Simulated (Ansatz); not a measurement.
# (GaAs)3(CdS)1 [001] superlattice, started as zinc blende: phonons and vibrational spectra, part 2 of 2

How does (GaAs)3(CdS)1 [001] superlattice, started as zinc blende vibrate, and is this structure a minimum?

Ansatz 0.2.0; DFT PBE, scalar-relativistic, plane waves, PAW.

So far. Step 4 (Tight relaxation): The largest force component left is 0.26 meV/Å and the pressure is 0.000 GPa, within the tolerances set. The cell now holds 24.45 Å³/atom. The relaxed cell has a, b, c = 4.071, 4.111, 11.686 Å (conventional setting).

The structure was built from a prototype and need not be the compound's stable phase.

### 5. Linear response at the zone centre

The zone centre is the only wavevector solved here; it holds the modes that light can see, as far as symmetry allows. No field response is asked, since the mesh shows no gap.

File input.yaml:

```yaml
crystal:
  lattice:
    - [2.8789393319, 2.8789393319, 0.0]
    - [-2.9070277047, 2.9070277047, 0.0]
    - [0.0, 0.0, 11.6863068927]
  atoms:
    - { symbol: As, position: [0.5, 1.0, 0.1254372556] }
    - { symbol: As, position: [1.0, 0.5, 0.3697958665] }
    - { symbol: As, position: [0.5, 1.0, 0.6126792752] }
    - { symbol: Cd, position: [0.5, 0.5, 0.7474504788] }
    - { symbol: Ga, position: [0.0, 0.0, 0.0067761737] }
    - { symbol: Ga, position: [0.5, 0.5, 0.2493004717] }
    - { symbol: Ga, position: [0.0, 0.0, 0.4944401933] }
    - { symbol: S, position: [1.0, 0.5, 0.8941202852] }
kpoints:
  mp_grid: { grid: [12, 12, 4] }
hamiltonian:
  xc: pbe
scf:
  occupations: { method: methfessel_paxton, width: 0.2 }
output:
  eigenvalues: true
phonons:
  method: dfpt
```

The run is started by

```sh
> ansatz run input.yaml --threads 8 --pin off --max-ram 14336MiB --backend cpu --events-out ev --progress --plain --runs-dir out
```

Numbers of over 12 decimals in the logs are rounded to 6 here.

The program printed:

```text
zone centre: on kpoints.mp_grid the ground state, and the responses unless they are solved on pairs of k-points, stand on 222 of the mesh's 576 k-points, reduced under 2 symmetry operations, with k and −k counted as one. Each operation leaves every solved displacement unchanged or reverses it
[...]
Crystal: 8 atoms, lattice volume = 195.609 Å³
Basis set: ecut = 420 eV, 3831 PW (Γ), exchange–correlation on 60×60×160 points (8 copies of the dense FFT grid, shifted against one another)
Bands: 66, of which v1, the nominal top of the filled ones, is band 55 counted from 1 (54 counted from 0)
Symmetry: 4 space group operations
k-points: 222 of 576 (irreducible under 2 space group operations, time reversal used)
[...]
SCF iter   1: F=—  HF=-35076.910127 eV  |F-HF|=—  |Δ(HF+E_count)|=         —  Δρ=2.20e-3  dr2=4.71e-2  ethr=1.77e-3  ⟨swp⟩=5.6  Hψ=48252  notcnv=0
[...]
SCF iter  12: F=-35076.904213 eV  HF=-35076.904213 eV  |F-HF|=0.00e0  |Δ(HF+E_count)|=  2.91e-11  S|Δr|=    0.00e0  Δρ=2.79e-8  dr2=2.48e-12  ethr=1.00e-12  ⟨swp⟩=9.9  Hψ=68859  notcnv=0
SCF 1 converged in 12 iterations: F = -35076.904213 eV  dr2 = 2.48e-12
[...]
DFPT response loops at Γ: preconditioner auto → Kerker (q_TF=auto, 2.479 Å⁻¹) (partly filled bands, converged f_vac=0.104); β = 1.00, the filter's whole step (`scf.mixing.beta` (0.50) is not read by the response loops under this deck's `scf.mixing.preconditioner`; to damp them name `kerker` or `kerker_dos`, under which they read `scf.mixing.beta`, and type it under 1.00, their step now; both keys bind the ground state too); Broyden in place of MSR1
SCF converged after 12 iterations
[...]
Free energy (F): -35076.904213 eV
[...]
Internal energy: -35076.902929 eV  (E = F + TS)
E sigma→0 (E₀):  -35076.903892 eV
Entropy (-TS):   -0.001284 eV (-0.161 meV/atom)
Fermi energy:    7.910985 eV
[...]
--- Band table (eV; the first three rows and the last of 222) ---
  k-point 0: bands = [... 51 lower, 6.2418, 6.7946, 7.1531, 7.3503, 7.8561, 8.8723, 8.9862, 9.6248, ... 7 higher]
  k-point 1: bands = [... 51 lower, 6.1793, 6.3114, 7.0529, 7.7877, 7.9420, 8.8888, 8.9703, 9.5797, ... 7 higher]
  k-point 2: bands = [... 51 lower, 6.3728, 6.3822, 6.9154, 7.7164, 8.3449, 8.9128, 8.9924, 9.4276, ... 7 higher]
  k-point 221: bands = [... 51 lower, 4.6804, 4.8246, 4.9450, 5.3865, 9.6437, 9.7318, 10.0094, 10.1864, ... 7 higher]
--- Phonons (Γ-DFPT): 16 representative perturbations + reference, on 222 of 576 k-points (Σ response iterations 59) ---
  k mesh reduced under 2 symmetry operations, with k and −k counted as one. Each operation leaves every solved displacement unchanged or reverses it
  ASR residual: 3.513e-5 → 0.000e0 eV/Å²; symmetrization residual: 1.173e-5 eV/Å²
  ASR residual per site (eV/Å²): 1.18e-5 1.22e-5 2.37e-5 2.14e-5 1.22e-5 7.70e-6 1.79e-5 3.51e-5
  Γ frequencies (cm⁻¹): 0.00 0.00 0.00 43.36 47.25 60.61 61.29 72.18 74.33 102.58 120.91 179.09 190.75 208.07 211.12 216.12 220.29 237.97 243.41 245.48 248.57 249.19 260.76 281.28
  non-analytic LO–TO correction: not included (Born effective charges unavailable; polar crystals: no LO–TO splitting at Γ)
```

Elapsed: 12 min, on 8 threads of Arm Neoverse V2, shared host; peak memory 8.3 GiB; 1.5 h of CPU time.

This step gave:

| Quantity | Value |
| --- | --- |
| sum-rule residual before enforcement | 3.51e-5 eV/Å² |
| point group | mm2 |
| highest optical mode at the zone centre (no LO-TO term) | 281.3 cm⁻¹ |
| lowest optical zone-centre mode | 43.36 cm⁻¹ |

Patterns of degenerate modes are one choice out of their space. The modes at Γ (shares of kinetic energy by element, %):

```csv
mode,frequency (cm⁻¹),symmetry,As %,Cd %,Ga %,S %
1,0.0,acoustic,39,19,36,6
2,0.0,acoustic,39,19,36,6
3,0.0,acoustic,39,19,36,6
4,43.4,B2,33,46,19,2
5,47.2,B1,14,66,15,5
6,60.6,B1,45,6,49,0
7,61.3,B2,34,1,61,4
8,72.2,B1,44,0,56,0
9,74.3,B2,16,0,75,9
10,102.6,A1,35,42,23,0
11,120.9,A1,33,13,44,10
12,179.1,A1,33,23,40,5
13,190.8,B1,3,9,1,88
14,208.1,B2,64,30,3,3
15,211.1,B2,23,3,32,42
16,216.1,A1,69,0,17,15
17,220.3,B2,49,1,41,9
18,238.0,B2,42,0,33,25
19,243.4,A1,37,2,52,9
20,245.5,B1,54,0,45,1
21,248.6,A1,46,0,53,0
22,249.2,B1,51,0,48,1
23,260.8,B1,50,0,49,1
24,281.3,A1,8,1,35,56
```

Displacements in mode 4 (43.4 cm⁻¹), the largest set to 1:
```
As1 -0.50  0.50  0.00
As2 -0.38  0.38  0.00
As3  0.83 -0.83  0.00
Cd4  1.00 -1.00  0.00
Ga5 -0.55  0.55  0.00
Ga6 -0.50  0.50  0.00
Ga7 -0.33  0.33  0.00
S8  -0.40  0.40  0.00
```

Displacements in mode 15 (211.1 cm⁻¹), the largest set to 1:
```
As1 -0.40  0.40  0.00
As2  0.22 -0.22  0.00
As3 -0.17  0.17  0.00
Cd4  0.13 -0.13  0.00
Ga5  0.40 -0.40  0.00
Ga6  0.39 -0.39  0.00
Ga7 -0.17  0.17  0.00
S8  -1.00  1.00  0.00
```

Before it was imposed, the acoustic sum rule was missed by 3.5e-5 eV/Å². Small misses are needed for a sound result but don't prove that mesh and cutoff are converged. The lowest optical mode is real, 43.4 cm⁻¹.

### 6. Another isotope, element Cd, natural mass 112.414 amu

An isotope changes the mass and not the force constants, so no new electronic calculation is needed; the shifts show which modes move this element.

The same force constants with the mass of Cd changed from 112.414 to 115.905 u (phonopy, no LO-TO term). Both lists are sorted by frequency; levels can cross, so a row need not hold one and the same mode. Modes under 3 cm⁻¹ are left out. Isotope shifts, by row:

```csv
q,rank,natural mass (cm⁻¹),changed mass (cm⁻¹)
0 0 0,4,43.36,43.06
0 0 0,5,47.25,46.78
0 0 0,6,60.61,60.55
0 0 0,7,61.29,61.28
0 0 0,8,72.18,72.17
0 0 0,9,74.33,74.33
0 0 0,10,102.6,101.9
0 0 0,11,120.9,120.7
0 0 0,12,179.1,178.5
0 0 0,13,190.8,190.5
0 0 0,14,208.1,207.1
0 0 0,15,211.1,211.1
0 0 0,16,216.1,216.1
0 0 0,17,220.3,220.3
0 0 0,18,238,238
0 0 0,19,243.4,243.3
0 0 0,20,245.5,245.5
0 0 0,21,248.6,248.6
0 0 0,22,249.2,249.2
0 0 0,23,260.8,260.8
0 0 0,24,281.3,281.3
```

A mode of this element alone would shift by -1.52 %. The highest zone-centre frequency without the field goes from 281.3 to 281.3 cm⁻¹ (-0.0 %). The product of the frequency ratios over all optical modes at Γ is 0.964; the product rule, (m/m′)^(3k/2) (M′/M)^(3/2) with k = 1 such atoms and M the mass of the cell, gives 0.964.

### 7. Another isotope, element Ga, natural mass 69.723 amu

The same for Ga, from 69.72 to 70.92 u.

A mode of this element alone would shift by -0.85 %. The highest zone-centre frequency without the field goes from 281.3 to 280.4 cm⁻¹ (-0.3 %). The product of the frequency ratios over all optical modes at Γ is 0.935; the product rule, (m/m′)^(3k/2) (M′/M)^(3/2) with k = 3 such atoms and M the mass of the cell, gives 0.935.

### 8. Another isotope, element S, natural mass 32.06 amu

The same for S, from 32.06 to 33.97 u.

A mode of this element alone would shift by -2.85 %. The highest zone-centre frequency without the field goes from 281.3 to 277.0 cm⁻¹ (-1.5 %). The product of the frequency ratios over all optical modes at Γ is 0.922; the product rule, (m/m′)^(3k/2) (M′/M)^(3/2) with k = 1 such atoms and M the mass of the cell, gives 0.921.

### 9. Outcome

```
space group after relaxation (within 0.01 Å)            : Pmm2
volume per atom                                         : 24.5 Å³
electronic character                                    : no gap on this mesh
highest optical mode at the zone centre (no LO-TO term) : 281 cm⁻¹
lowest optical zone-centre mode                         : 43.4 cm⁻¹
imaginary modes at Γ (the only wavevector solved)       : none
```

What this shows: The structure is stable against zone-centre distortions, since no mode there is imaginary; other wavevectors were not solved, so zone-boundary instabilities are untested. The optical modes at Γ span 43 to 281 cm⁻¹. No dispersion was computed. With no gap, or one that is small against the smearing, the frequencies hang on the k mesh and the smearing, most of all near Kohn anomalies. A semilocal functional can close a gap that the real compound would have, so the metallic treatment may be an artefact of the level. The starting cell was built on a prototype and not taken from a measurement, so the phase need not exist. These are harmonic frequencies at zero temperature: anharmonic shifts, linewidths and thermal expansion are left out.

[Logs are printed without paths, hosts, clocks, repeated set-up lines and the standing remarks that a program may print on its own settings, such as how far it seeks lower states.]

[Hosts, paths, dates, database ids (printed as entryN), source tags and the programs' standing remarks are cut or masked in the printed files.]
